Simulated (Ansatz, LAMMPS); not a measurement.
# Relaxing glassy 70SiO2-25ZnO-5Cr2O3 (mol %) (57 atoms)

Aim: bring glassy 70SiO2-25ZnO-5Cr2O3 (mol %) (57 atoms) to a nearby minimum of the energy and see what moves.

Program: Ansatz 0.2.0. Level of theory: Kohn-Sham DFT, PBE, PAW (set soft_2), plane waves. Results are calculated unless marked as measured.

### 1. The starting structure

The cell holds 57 atoms: 14 Si, 5 Zn, 2 Cr and 36 O. Its edges and angles: a = 9.142 Å, b = 9.142 Å, c = 9.142 Å, α = 90.0°, β = 90.0°, γ = 90.0°. 57 atoms (14 Si, 5 Zn, 2 Cr, 36 O) placed at random at 2.87 g/cm³, melted at 4000 K for 10 ps at fixed volume with the Morse and Coulomb pair potential with partial charges (Pedone, Malavasi, Menziani, Cormack and Segre, J. Phys. Chem. B 110, 11780 (2006)). Quenched from 4000 K to 300 K at 10 K/ps and fixed volume, held 10 ps at zero pressure.

Before any run, some limits are plain. The quench rate of 10 K/ps far exceeds what a furnace or splat quench reaches, so expect more defects and frozen-in strain than in a real sample. The network of bonds at the start is that of the classical potential that made the cell. Without a Hubbard term or exact exchange, open shells on Cr are likely too delocalised.

### 2. Single point at the start

The forces at the start show how far the geometry lies from a minimum of this functional.

Input file input.yaml:

```yaml
crystal:
  lattice:
    - [9.14206, 0.0, 0.0]
    - [0.0, 9.14206, 0.0]
    - [0.0, 0.0, 9.14206]
  atoms:
    - { symbol: Si, position: [0.94948, 0.52937, 0.14296] }
    - { symbol: Si, position: [0.59006, 0.28485, 0.95429] }
    - { symbol: Si, position: [0.07348, 0.2318, 0.0145] }
    - { symbol: Si, position: [0.8233, 0.75041, 0.63847] }
    [... 47 atom lines left out ...]
    - { symbol: O, position: [0.41755, 0.71156, 0.51204] }
    - { symbol: O, position: [0.48512, 0.86993, 0.72328] }
    - { symbol: O, position: [0.64707, 0.23654, 0.37593] }
    - { symbol: O, position: [0.45545, 0.98531, 0.47182] }
    - { symbol: O, position: [0.4666, 0.98226, 0.02369] }
    - { symbol: O, position: [0.01587, 0.12497, 0.88087] }
magnetization:
  spin_polarized: true
kpoints:
  mp_grid: { grid: [2, 2, 2] }
hamiltonian:
  xc: pbe
scf:
  occupations: { method: fermi_dirac, width: 0.025 }
output:
  forces: true
  stress: true
  populations: intrinsic
  dos:
    method: { smearing: { sigma: 0.15 } }
    de: 0.1
    projected: { site_lists: { Cr: [Cr], O: [O], Si: [Si], Zn: [Zn] } }
  eigenvalues: true
```

Command:

```bash
ansatz run input.yaml --threads 8 --pin off --max-ram 15872MiB --backend cpu --events-out ev --progress --plain --runs-dir out
```

Elapsed: 32 s, on 8 threads of AMD EPYC 9R45, shared host; peak memory 7.9 GiB.

The program notes that starting moments were not kept and the stability of the SCF solution was not settled.

Numbers from this run:

| Quantity | Value |
| --- | --- |
| free energy | -52719.6049 eV |
| free energy per atom | -924.9053 eV/atom |
| SCF cycles | 23 |
| pressure | 4.148 GPa |
| r.m.s. force component | 1.559 eV/Å |
| longest force | 8.986 eV/Å |
| Fermi energy | 5.212 eV |
| gap (highest filled to lowest empty level) | 0.8021 eV |
| absolute moment | 6.263 μB |

The r.m.s. force component of 1.6 eV/Å and the pressure of 4.1 GPa set the starting point.

Neighbours are counted within 2.12 Å (O-Si), 2.43 Å (O-Zn), 2.40 Å (O-Cr).

Length of the force by element and coordination:

```csv
element,coordination,atoms,mean length of the force (eV/Å),spread,least,most
Cr,all,2,1.32,0.0928,1.23,1.42
Cr,4,1,1.42,0,1.42,1.42
Cr,6,1,1.23,0,1.23,1.23
O,all,36,1.92,1.68,0.187,8.99
O,2,22,1.84,1.81,0.394,8.99
O,3,14,2.04,1.45,0.187,5.62
Si,all,14,2.96,1.93,0.756,8.16
Zn,all,5,0.769,0.348,0.272,1.34
```

### 3. Relaxation

With the cell held, the atoms are moved downhill towards a nearby minimum.

input.yaml, the sections that differ from step 2:

```yaml
output:
  forces: true
relax:
  f_tol: 0.05
  max_steps: 52
# crystal, magnetization, kpoints, hamiltonian, scf: as in step 2
```

Elapsed: 2.4 min, on 8 threads; peak memory 7.9 GiB.

Step by step:

```
step  energy less that of the first step (eV)  largest force component (eV/Å)
   1                                   0.0000                          8.1016
   2                                  -2.3380                          4.1784
   3                                  -3.8534                          1.1226
   4                                  -4.1796                          0.4628
   5                                  -4.2871                          0.6421
   6                                  -4.3476                          0.2605
   7                                  -4.3713                          0.1568
   8                                  -4.3951                          0.0940
   9                                  -4.3670                          0.3419
  10                                  -4.4054                          0.1221
  11                                  -4.4020                          0.1967
  12                                  -4.4093                          0.1276
  13                                  -4.4108                          0.0525
  14                                  -4.4112                          0.0174
```

Relaxation steps 9, 11 were tried and not accepted.

The atoms that moved most (Å):

| atom | dx | dy | dz | length |
| --- | --- | --- | --- | --- |
| Cr20 | 0.484 | -0.272 | 0.149 | 0.574 |
| Zn19 | -0.305 | -0.103 | 0.436 | 0.542 |
| O24 | -0.178 | -0.403 | 0.201 | 0.484 |
| O31 | -0.156 | 0.094 | -0.417 | 0.455 |
| O56 | -0.094 | 0.086 | 0.419 | 0.438 |
| O40 | 0.344 | -0.179 | -0.183 | 0.429 |
| O52 | 0.372 | -0.052 | 0.054 | 0.380 |
| O51 | 0.138 | -0.303 | 0.174 | 0.376 |

The relaxation changed the energy by -77.4 meV/atom, and atoms moved by 0.27 Å r.m.s., 0.57 Å at most.

### 4. Distances and neighbours after relaxation

Bonds before and after, by the cutoffs listed below:

```
pair  bonds before  bonds after  mean before (Å)  mean after (Å)  spread before (Å)  spread after (Å)
O-Si            56           56            1.621           1.637              0.057             0.026
O-Zn            20           20            2.016           2.008              0.107             0.128
O-Cr            11           10            2.073           1.972              0.142             0.101
```

Density 3.04 g/cm³, 13.40 Å³ an atom.

Pair distribution functions g(r), in bins of 0.2 Å:

```csv
r (Å),total,O-O,O-Si,O-Zn,O-Cr,Si-Si,Si-Zn
1.50,0.30,0.00,0.97,0.00,0.00,0.00,0.00
1.70,3.61,0.00,11.60,0.00,0.00,0.00,0.00
1.90,1.01,0.00,0.00,5.50,9.07,0.00,0.00
2.10,0.35,0.00,0.00,2.38,1.88,0.00,0.00
2.30,0.07,0.00,0.00,0.64,0.00,0.00,0.00
2.50,0.43,1.08,0.00,0.00,0.00,0.00,0.00
2.70,2.04,4.87,0.00,0.22,0.00,0.00,1.24
2.90,0.62,0.94,0.00,0.19,0.53,0.75,0.51
3.10,1.03,0.73,0.43,0.71,0.46,5.49,2.71
3.30,0.75,0.78,0.54,0.60,0.41,0.30,2.76
3.50,0.84,0.61,0.98,1.09,1.33,0.00,1.44
3.70,1.04,0.69,1.48,1.37,0.91,0.00,1.26
3.90,0.77,0.41,1.27,1.11,1.68,0.00,0.00
4.10,1.20,0.81,1.90,1.50,1.24,0.37,0.79
4.30,1.11,0.81,1.67,1.18,1.14,0.83,0.70
4.50,1.11,1.05,0.95,1.60,1.45,1.81,0.85
```

Bonds by pair of elements; cutoffs follow the first minimum of g(r), held within bounds set by covalent radii, and pairs that aren't listed don't count as bonded:

| pair A-B | cutoff (Å) | bonds | mean length (Å) | spread (Å) | shortest (Å) | B about A | A about B |
| --- | --- | --- | --- | --- | --- | --- | --- |
| O-Si | 2.08 | 56 | 1.64 | 0.026 | 1.58 | 1.56 | 4 |
| O-Zn | 2.5 | 20 | 2.01 | 0.128 | 1.83 | 0.556 | 4 |
| O-Cr | 2.58 | 10 | 1.97 | 0.101 | 1.81 | 0.278 | 5 |

How many atoms have how many bonded neighbours:

```
element  mean   2   3   4  6
     Cr     5   0   0   1  1
      O  2.39  22  14   0  0
     Si     4   0   0  14  0
     Zn     4   0   0   5  0
```

Bond angles (no mean is given where the spread exceeds 20°):

```
  angle  count  mean (°)  spread (°)
 O-Si-O     84       109           5
 O-Zn-O     30       108        18.5
Si-O-Zn     22       122        19.8
 O-Cr-O     21         -           -
Si-O-Si     20       143        12.7
```

Oxygen atoms by the number of network formers (Si, P, Ge, B, Al, As, Ga) bound to them:

```
network formers bound to O  O atoms  per cent
                         0        0         0
                         1       16      44.4
                         2       20      55.6
```

Network units: each former by its oxygen neighbours and how many of them bridge to another former:

| former | O neighbours | bridging O | atoms |
| --- | --- | --- | --- |
| Si | 4 | 0 | 1 |
| Si | 4 | 2 | 3 |
| Si | 4 | 3 | 6 |
| Si | 4 | 4 | 4 |

Bond length by coordination (bonds to H left out):

```csv
element,coordination,atoms,mean bond length (Å)
Cr,4,1,1.89
Cr,6,1,2.03
O,2,22,1.66
O,3,14,1.87
```

Rings of the network by King's shortest-path rule, up to 12 atoms, one path for each pair of neighbours; H, halogens, alkali and alkaline-earth atoms are left out, and the last column divides by all other atoms, bonded or not:

```csv
ring size (atoms),rings,per network atom
4,6,0.105
6,7,0.123
8,10,0.175
10,24,0.421
12,14,0.246
```

For some of the pairs, g(r) has its first main peak near 2.7 Å (O-O), 1.6 Å (O-Si), 1.9 Å (O-Zn), 1.9 Å (O-Cr) and 3.1 Å (Si-Si). With the cutoffs above, 50 % of Cr atoms have 4 and as many 6, 61 % of O atoms have 2, all Si atoms have 4 and all Zn atoms have 4 bonded neighbours. The O-Si-O angle averages 109° with a spread of 5°. Counting bonds to Si alone, not to Cr and Zn, 56 % of the oxygens join two of these atoms and 44 % one. The commonest Si unit has 4 oxygens, 3 of them shared with other formers (6 of 14 atoms). Rings of 10 atoms are the most common (39 % of those counted); sizes run from 4 to 12, where the search stops.

### 5. Single point at the relaxed geometry

The electronic structure is read at the final geometry, in a run of its own.

Input file input.yaml:

```yaml
crystal:
  lattice:
    - [9.14206, 0.0, 0.0]
    - [0.0, 9.14206, 0.0]
    - [0.0, 0.0, 9.14206]
  atoms:
    - { symbol: Si, position: [0.94911, 0.54642, 0.13508] }
    - { symbol: Si, position: [0.58066, 0.29554, 0.96591] }
    - { symbol: Si, position: [0.05414, 0.25261, 0.0071] }
    - { symbol: Si, position: [0.83983, 0.75164, 0.65021] }
    [... 47 atom lines left out ...]
    - { symbol: O, position: [0.45824, 0.70589, 0.518] }
    - { symbol: O, position: [0.49412, 0.86574, 0.75342] }
    - { symbol: O, position: [0.64528, 0.22851, 0.37062] }
    - { symbol: O, position: [0.48223, 0.99386, 0.48321] }
    - { symbol: O, position: [0.45634, 0.99165, 0.06956] }
    - { symbol: O, position: [0.01117, 0.13746, 0.87561] }
magnetization:
  spin_polarized: true
kpoints:
  mp_grid: { grid: [2, 2, 2] }
hamiltonian:
  xc: pbe
scf:
  occupations: { method: fermi_dirac, width: 0.025 }
output:
  forces: true
  stress: true
  populations: intrinsic
  dos:
    method: { smearing: { sigma: 0.1 } }
    de: 0.1
    projected: { site_lists: { Cr: [Cr], O: [O], Si: [Si], Zn: [Zn] } }
  eigenvalues: true
  write_density: true
  write_potential: true
  volumetric_format: npy
```

The job ended after 31 s (8 threads; peak memory 7.9 GiB).

The run gave:

| Item | Value |
| --- | --- |
| free energy | -52724.0161 eV |
| free energy per atom | -924.9827 eV/atom |
| SCF cycles | 22 |
| pressure | 1.01 GPa |
| r.m.s. force component | 0.00365 eV/Å |
| longest force | 0.01882 eV/Å |
| Fermi energy | 5.468 eV |
| gap (highest filled to lowest empty level) | 0.8719 eV |
| absolute moment | 6.21 μB |

Intrinsic-atomic-orbital charges by element and coordination:

```
element  coordination  atoms  mean charge (e)  spread  least    most
     Cr           all      2             1.25    0.05   1.20    1.30
     Cr             4      1             1.20       0   1.20    1.20
     Cr             6      1             1.30       0   1.30    1.30
      O           all     36           -0.941  0.0979  -1.12  -0.792
      O             2     22           -0.903   0.052  -1.06  -0.851
      O             3     14            -1.00   0.120  -1.12  -0.792
     Si           all     14             1.71  0.0517   1.57    1.77
     Zn           all      5             1.48   0.006   1.47    1.49
```

Magnetic moments by element and coordination:

| element | coordination | atoms | mean moment (μB) | spread | least | most |
| --- | --- | --- | --- | --- | --- | --- |
| Cr | all | 2 | 0.0867 | 2.23 | -2.14 | 2.31 |
| Cr | 4 | 1 | -2.14 | 0 | -2.14 | -2.14 |
| Cr | 6 | 1 | 2.31 | 0 | 2.31 | 2.31 |
| O | all | 36 | -6.0e-4 | 0.0081 | -0.0209 | 0.036 |
| O | 2 | 22 | 0.0012 | 0.0086 | -0.0129 | 0.036 |
| O | 3 | 14 | -0.0035 | 0.0062 | -0.0209 | 0.0023 |
| Si | all | 14 | 0 | 7.0e-4 | -0.0017 | 0.0013 |
| Zn | all | 5 | -7.0e-4 | 0.0015 | -0.0038 | 2.0e-4 |

States in the cell by windows of 1 eV, zero at the Fermi level; the larger projections on atomic orbitals stand beside the total:

```
from (eV)  to (eV)  total up  total down   O p  Zn d  Si p  Cr d
      -14      -12       0.0         0.0   0.0   0.0   0.0   0.0
      -12      -11       2.0         2.0   2.7   0.0   0.1   0.0
      -11      -10       3.4         3.4   4.5   0.1   0.4   0.0
      -10       -9       4.4         4.4   6.0   0.2   0.8   0.0
       -9       -8       9.7         9.9  13.2   2.1   2.5   0.2
       -8       -7      17.3        17.3  17.0  13.3   2.9   0.3
       -7       -6      20.1        20.0  14.0  22.4   1.4   0.6
       -6       -5      19.2        19.4  27.9   5.2   2.1   1.1
       -5       -4      20.8        20.8  34.8   2.8   1.3   0.8
       -4       -3      22.2        22.3  39.3   2.4   0.8   0.6
       -3       -2      13.2        12.5  23.2   1.1   0.4   0.5
       -2       -1       1.5         2.8   1.9   0.1   0.0   2.1
       -1        0       2.0         1.2   0.9   0.0   0.1   2.1
        0        1       0.2         1.9   0.5   0.0   0.0   1.3
        1        2       5.6         1.4   0.9   0.0   0.1   4.8
        2        3       2.9         4.6   1.0   0.0   0.3   3.7
        3        4       2.5         3.4   0.9   0.0   0.5   0.7
        4        5       3.7         3.9   0.8   0.0   1.4   0.1
```

Between -26 and -14 eV lie 72 more states.

The stored curve holds about 344 of the 360 electrons; the rest, give or take the few that broadening carries across the Fermi level, lie in deeper levels below its range.

The levels nearest the highest filled one (over half full), pooled over k-points and spins:

```
level less the highest filled one (eV)  occupation
                               -0.0101           1
                                -0.008           1
                               -0.0078           1
                               -0.0066           1
                               -0.0028           1
                                     0           1
                                 0.872           0
                                 0.872           0
                                 0.875           0
                                 0.876           0
                                 0.879           0
                                 0.881           0
```

Mean intrinsic-atomic-orbital charges: Cr +1.25, O -0.94, Si +1.71, Zn +1.48 e. The cell holds a total moment of -4.0e-8 μB, from site moments of up to 2.3 μB that point both ways; no search proves this magnetic order the lowest. The largest share in the top eV of filled states is Cr d (71 % of the projected weight), and in the lowest eV of empty states Cr d (69 % of the projected weight).

### 6. Results

```
energy change in the relaxation                  : -77.39 meV/atom
r.m.s. displacement                              : 0.271 Å
largest displacement                             : 0.574 Å
free energy per atom                             : -924.9827 eV/atom
pressure                                         : 1.01 GPa
r.m.s. force component                           : 0.00365 eV/Å
gap (highest filled to lowest empty level) : 0.8719 eV
wall time of the 3 DFT runs                      : 3.5 min
```

In words: Relaxation lowers the energy by 77.4 meV/atom and moves atoms by 0.27 Å r.m.s.; the r.m.s. force component goes from 1.6 to 0.0037 eV/Å, the pressure goes from 4.1 to 1.0 GPa, and the gap from 0.802 to 0.872 eV. By the final cutoffs 1 of 87 bonded pairs parted and 0 joined. First to last step the energy falls by 4.411 eV; the largest move, 0.57 Å, is that of Cr20. The O-Cr bonds change most in mean length: from 2.073 Å (spread 0.142) to 1.972 Å (spread 0.101), and their number from 11 to 10. With the cutoffs above, 50 % of Cr atoms have 4 and as many 6, 61 % of O atoms have 2, all Si atoms have 4 and all Zn atoms have 4 bonded neighbours. Counting bonds to Si alone, not to Cr and Zn, 56 % of the oxygens join two of these atoms and 44 % one. Between filled and empty levels lie 0.872 eV (on the run's k-points); a semilocal functional tends to put such gaps too low. In a disordered cell it changes from sample to sample, and tail or defect levels can set it. The cell holds a total moment of -4.0e-8 μB, from site moments of up to 2.3 μB that point both ways; no search proves this magnetic order the lowest.

**Limits.** The network of bonds at the start is that of the classical potential that made the cell; in DFT 1 of its 87 bonded pairs passed out of the cutoffs and 0 came within them. The run was spin polarised, started with 2 parallel moments, ending at 0.0 μB in the cell; that starting order needn't be the real material's, and it bears on forces, charges and levels. With open d shells in the cell, the gap can be one between d levels of these ions, not the gap of the host.

[Logs are printed without paths, hosts, clocks, repeated set-up lines and the standing remarks that a program may print on its own settings, such as how far it seeks lower states.]

[Hosts, paths, dates, database ids (printed as entryN), source tags and the programs' standing remarks are cut or masked in the printed files.]
